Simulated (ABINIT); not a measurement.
# Sr2H3I (P-3m1): a self-consistent loop beyond G0W0, cycle by cycle, part 3 of 3

Aim: iterate the self-energy on Sr2H3I (P-3m1) and follow the gap from cycle to cycle.

ABINIT 10.8.3; LDA and many-body steps on it, plane waves. Known limits of the many-body steps: not at the basis limit; no spin-orbit coupling; coarse k mesh.

So far. Step 11 (evGW, cycle 1): Against G0W0 in ABINIT (3×3×2 mesh, 160 bands, screening to 130.6 eV, Godby-Needs plasmon pole), the gap moves by +0.598 eV. Step 14 (evGW, cycle 2): Against the cycle before, the gap moves by +0.033 eV.

### Step 15. Screening, 3×3×2 mesh, 160 bands, screening to 130.6 eV

This step: RPA screening on LDA, plane waves, norm-conserving pseudopotentials.

The input, run.abi:

```
acell 3*1.0 Angstrom
rprim 
  4.242728767114 -0.000000000028 0.000000000000
  -2.121364383533 3.674310893702 0.000000000000
  0.000000000000 0.000000000000 7.682747430000
ntypat 3
znucl 38 1 53
natom 6
typat 1 1 2 2 2 3
xred 
  0.666666666667 0.333333333333 0.678655290000
  0.333333333333 0.666666666667 0.321344710000
  0.000000000000 0.000000000000 0.500000000000
  0.666666666667 0.333333333333 0.357251500000
  0.333333333333 0.666666666667 0.642748500000
  0.000000000000 0.000000000000 0.000000000000
pp_dirpath "pseudos"
pseudos "Sr.upf, H.upf, I.upf"
ecut 31
ngkpt 3 3 2
nshiftk 1
shiftk 0 0 0
kptopt 1
chksymbreak 0
istwfk *1
occopt 1
irdwfk 1
optdriver 3
nband 160
ecuteps 4.8
inclvkb 2
awtr 1
symchi 1
gwcalctyp 10
mbpt_sciss 2.397 eV
nqptdm 1
qptdm 
  0 0 0
indata_prefix "in"
outdata_prefix "out"
tmpdata_prefix "tmp"
```

Started as:

```sh
$ OMP_NUM_THREADS=1 mpirun -n 4 abinit run.abi > log
```

Numbers of over 12 decimals in the logs are rounded to 6 here.

The log of the run:

```text
.Version 10.8.3 of ABINIT. v10.8.2 released Aug 2026.

 Symmetries : space group P-3 m 1 (#164); Bravais hP (primitive hexag.)
[... echo of the input left out ...]
== DATASET  1 ==================================================================
-   mpi_nproc: 4, omp_nthreads: 1 (-1 if OMP is not activated)

--- !DatasetInfo
iteration_state: {dtset: 1, }
dimensions: {natom: 6, nkpt: 6, mband: 160, nsppol: 1, nspinor: 1, nspden: 1, mpw: 6684, }
cutoff_energies: {ecut:  31.0, pawecutdg:  -1.0, }
[...]
[... chi0 elements left out ...]
 For q-point:  0.000010 0.000020 0.000030
  dielectric constant =   4.0997
  dielectric constant without local fields =   4.5374

  Average fulfillment of the sum rule on Im[epsilon] for q-point    1 :     96.38  [%]
[... wings left out ...]
== END DATASET(S) ==============================================================
================================================================================

 -outvars: echo values of variables after computation  --------
           etotal      0.0000000000E+00
            nband         160
             nkpt           6
          spgroup         164
 [... the other variables as echoed above ...]

 Calculation completed.
```

Run time: 19 s. Hardware: 4 MPI ranks of Arm Neoverse V1, shared host; peak memory 1.2 GiB.

This step gave:

| Item | Value |
| --- | --- |
| ε∞ with local fields, on this mesh, along the program's q direction | 4.100 |
| the same without local fields | 4.537 |
| plasma frequency | 18.58 eV |
| plane waves in the screening matrix | 387 |

This screening uses the functional's bands under a rigid shift, the mean opening of the cycle before.

### Step 16. Screening, 3×3×2 mesh, 160 bands, screening to 130.6 eV

This step: RPA screening on LDA from quasiparticle energies, plane waves, norm-conserving pseudopotentials.

Edit run.abi of step 15 so:

```diff
@@ -33,7 +33,11 @@
 symchi 1
+irdqps 1
 gwcalctyp 10
-mbpt_sciss 2.397 eV
-nqptdm 1
+nqptdm 5
 qptdm 
-  0 0 0
+  0.3333333333 0.0000000000 0.0000000000
+  0.3333333333 0.3333333333 0.0000000000
+  0.0000000000 0.0000000000 0.5000000000
+  0.3333333333 0.0000000000 0.5000000000
+  0.3333333333 0.3333333333 0.5000000000
 indata_prefix "in"
```

The input, mrgscr.stdin:

```
2
merged
q0_SCR
out_SCR
1
```

Started as:

```sh
$ OMP_NUM_THREADS=1 mpirun -n 4 abinit run.abi > log; mrgscr < mrgscr.stdin
```

The log of the run:

```text
.Version 10.8.3 of ABINIT. v10.8.2 released Aug 2026.

 Symmetries : space group P-3 m 1 (#164); Bravais hP (primitive hexag.)
[... echo of the input left out ...]
== DATASET  1 ==================================================================
-   mpi_nproc: 4, omp_nthreads: 1 (-1 if OMP is not activated)

--- !DatasetInfo
iteration_state: {dtset: 1, }
dimensions: {natom: 6, nkpt: 6, mband: 160, nsppol: 1, nspinor: 1, nspden: 1, mpw: 6684, }
cutoff_energies: {ecut:  31.0, pawecutdg:  -1.0, }
[...]
q-point number  1        q = ( 0.333333, 0.000000, 0.000000) [r.l.u.]
--------------------------------------------------------------------------------
[... chi0 elements left out ...]
  Average fulfillment of the sum rule on Im[epsilon] for q-point    2 :     96.24  [%]

--------------------------------------------------------------------------------
  q-point number  2        q = ( 0.333333, 0.333333, 0.000000) [r.l.u.]
--------------------------------------------------------------------------------
[... chi0 elements left out ...]
  Average fulfillment of the sum rule on Im[epsilon] for q-point    3 :     92.79  [%]

 [... 3 further q-points ...]
```

Elapsed: 29 s, on 4 MPI ranks; peak memory 1.1 GiB.

Numbers from this step:

| Property | Result |
| --- | --- |
| plasma frequency | 18.58 eV |
| plane waves in the screening matrix | 387 |

This screening reads the quasiparticle levels of the cycle before.

### Step 17. evGW, cycle 3

This step: evGW on LDA, plane waves, norm-conserving pseudopotentials.

Edit run.abi of step 16 so:

```diff
@@ -27,12 +27,10 @@
 irdwfk 1
-optdriver 3
+optdriver 4
 nband 160
-ecuteps 4.8
-inclvkb 2
-awtr 1
-symchi 1
-irdqps 1
 gwcalctyp 10
-nqptdm 5
-qptdm 
+ecutsigx 31
+symsigma 1
+nkptgw 6
+kptgw 
+  0.0000000000 0.0000000000 0.0000000000
   0.3333333333 0.0000000000 0.0000000000
@@ -42,2 +40,13 @@
   0.3333333333 0.3333333333 0.5000000000
+bdgw 
+  10 24
+  10 24
+  10 24
+  10 24
+  10 24
+  10 24
+ecuteps 4.8
+irdscr 1
+ppmodel 1
+irdqps 1
 indata_prefix "in"
```

Started as:

```sh
$ OMP_NUM_THREADS=1 mpirun -n 4 abinit run.abi > log
```

The log of the run:

```text
.Version 10.8.3 of ABINIT. v10.8.2 released Aug 2026.

 Symmetries : space group P-3 m 1 (#164); Bravais hP (primitive hexag.)
[... echo of the input left out ...]
== DATASET  1 ==================================================================
-   mpi_nproc: 4, omp_nthreads: 1 (-1 if OMP is not activated)

--- !DatasetInfo
iteration_state: {dtset: 1, }
dimensions: {natom: 6, nkpt: 6, mband: 160, nsppol: 1, nspinor: 1, nspden: 1, mpw: 6684, }
cutoff_energies: {ecut:  31.0, pawecutdg:  -1.0, }
[...]
.  kptgw no:  4; Maximum DeltaE = (   0.001   0.000) for band index:  1
.  kptgw no:  5; Maximum DeltaE = (   0.001  -0.000) for band index:  1
.  kptgw no:  6; Maximum DeltaE = (   0.001   0.000) for band index:  6

== END DATASET(S) ==============================================================
================================================================================

 -outvars: echo values of variables after computation  --------
           etotal      0.0000000000E+00
            nband         160
             nkpt           6
          spgroup         164
 [... the other variables as echoed above ...]

 Calculation completed.
```

It took 3.9 min on 4 MPI ranks; peak memory 1.6 GiB.

Numbers from this step:

```
quasiparticle gap on the mesh                         : 4.256 eV
gap of the density functional on the mesh             : 1.866 eV
k of the valence top                                  : 0, 0, 0.5
k of the conduction bottom                            : 0.3333, 0.3333, 0
least direct quasiparticle gap on the computed points : 4.572 eV
```

Against the cycle before, the gap moves by +0.002 eV.

### Step 18. Side by side

Times are wall times on 4 MPI ranks of Arm Neoverse V1, shared host, good to a factor of about two. A run's time includes the screening step that it read.

```tsv
run	mesh	bands	screening cutoff (eV)	DFT gap (eV)	gap on the mesh (eV)	direct (eV)	ε∞ used	time
G0W0	3×3×2	160	130.6	1.866	3.623	3.966	5.52	79 s
evGW0, cycle 1	3×3×2	160	130.6	1.866	4.054	4.364	5.52	4.6 min
evGW0, cycle 2	3×3×2	160	130.6	1.866	3.863	4.178	5.52	4.7 min
evGW0, cycle 3	3×3×2	160	130.6	1.866	3.880	4.196	5.52	4.6 min
evGW0, cycle 4	3×3×2	160	130.6	1.866	3.878	4.193	5.52	4.7 min
evGW, cycle 1	3×3×2	160	130.6	1.866	4.221	4.537	4.27	4.7 min
evGW, cycle 2	3×3×2	160	130.6	1.866	4.254	4.570	4.11	4.7 min
evGW, cycle 3	3×3×2	160	130.6	1.866	4.256	4.572	4.10	4.7 min
```

### Step 19. What came out

```json
{"G0W0": "3.623 eV", "evGW0, cycle 1": "4.054 eV", "evGW0, cycle 2": "3.863 eV", "evGW0, cycle 3": "3.880 eV", "evGW0, cycle 4": "3.878 eV", "evGW, cycle 1": "4.221 eV", "evGW, cycle 2": "4.254 eV", "evGW, cycle 3": "4.256 eV", "known limits": "not at the basis limit; no spin-orbit coupling; coarse k mesh"}
```

Only the bands that the input lists are updated; the others, empty or deep, keep the functional's energies or take a rigid shift. The evGW loop starts from the last levels of evGW0, so its cycles and time come on top of those. evGW0 ends at 3.88 eV, +0.25 eV from G0W0, after 4 cycles that took 16 min beside the first screening; the last moved the gap by 0.002 eV. evGW ends at 4.26 eV, +0.63 eV from G0W0, after 3 cycles that took 14 min beside the first screening; the last moved the gap by 0.002 eV. The first cycle of evGW0 takes the full correction, without the factor Z, so it overshoots the one-shot value. Bands and cutoff are finite, so the gap is not at the basis limit. The miss can reach some tenths of an eV and take either sign; the mesh is an error of its own. A denser mesh or path gives a starting gap of 1.75 eV: the GW mesh misses a band edge, so its gaps are not the fundamental one. The 3×3×2 mesh is coarse for this cell, which bears on the long-range parts of exchange and screening. In the updated screening the q = 0 part is built from Kohn-Sham bands under a rigid shift, the other q from the quasiparticle levels. The many-body steps are scalar-relativistic: spin-orbit coupling is not in them.

[Paths, hosts, dates, memory and timing lines, banners, echoed tables and standing remarks are left out of the program output.]

[Logs are printed without paths, hosts, clocks, repeated set-up lines and the standing remarks that a program may print on its own settings, such as how far it seeks lower states.]

[Runs of the session that timed out or met a known fault of the program may be left out.]

[Hosts, paths, dates, database ids (printed as entryN), source tags and the programs' standing remarks are cut or masked in the printed files.]

[G0W0 gaps are taken among the corrected bands and points alone; a level outside them can change the order at an edge.]

[Where Ansatz stands beside ABINIT at settings called matched, ABINIT's density can come from a denser mesh and the files from another edition; pairs whose starting gaps differed by over 0.03 eV were left out, so agreement reads better than it is.]
